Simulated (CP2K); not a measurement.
Consider 5-carboxypyrimidine at its PBE geometry (Å).

```xyz
13

O     2.2490    1.0353   -1.0299
C     1.7441    0.2633   -0.2292
O     2.4826   -0.5290    0.6186
C     0.2795    0.0837   -0.0710
C    -0.3069   -0.8365    0.8044
N    -1.6379   -0.9777    0.8987
C    -2.3716   -0.1737    0.1106
N    -1.9259    0.7491   -0.7626
C    -0.5925    0.8640   -0.8450
H     3.4188   -0.3171    0.4255
H     0.3077   -1.4751    1.4413
H    -3.4560   -0.2856    0.1841
H    -0.1907    1.5992   -1.5453
```

Method: CP2K XAS_TDP, all-electron GAPW, PBEh(45%), aug-cc-pVDZ, TDA, no relativity.

Q: Predict the bright core excitations at the N K edge.

Leading lines: N6 394.92 eV. The leading line of an atom is its first one with 35 % of the strongest within 2.5 eV of its lowest line over the strength cut. 

The first six lines of each atom with a strength over 0.0015:

```tsv
atom	energy (eV)	states	strength, one atom
N6 (bonded to 2 C)	394.92	1	0.0504
	399.90	1	0.0055
	402.88	1	0.0015
	402.95	1	0.0042
	403.01	1	0.0033
	403.10	1	0.0097
```

Lines are vertical, at one geometry, with no vibrational structure. Without a correction of the core level, line positions, and the gaps between valence and Rydberg lines, follow the share of exact exchange. At this level such K lines come out 3 to 6 eV under measured ones. Atoms with the same bonds but other surroundings in this conformer are left out. These values hold no scalar relativity, about 0.2 eV for N 1s. Rydberg lines, and the discretised continuum above threshold, depend on the basis and the box.

[Banner, clock and machine lines of the logs are left out without a mark of their own.]

[Logs are printed without paths, hosts, clocks, repeated set-up lines and the standing remarks that a program may print on its own settings, such as how far it seeks lower states.]

[Hosts, paths, dates, database ids (printed as entryN), source tags and the programs' standing remarks are cut or masked in the printed files.]
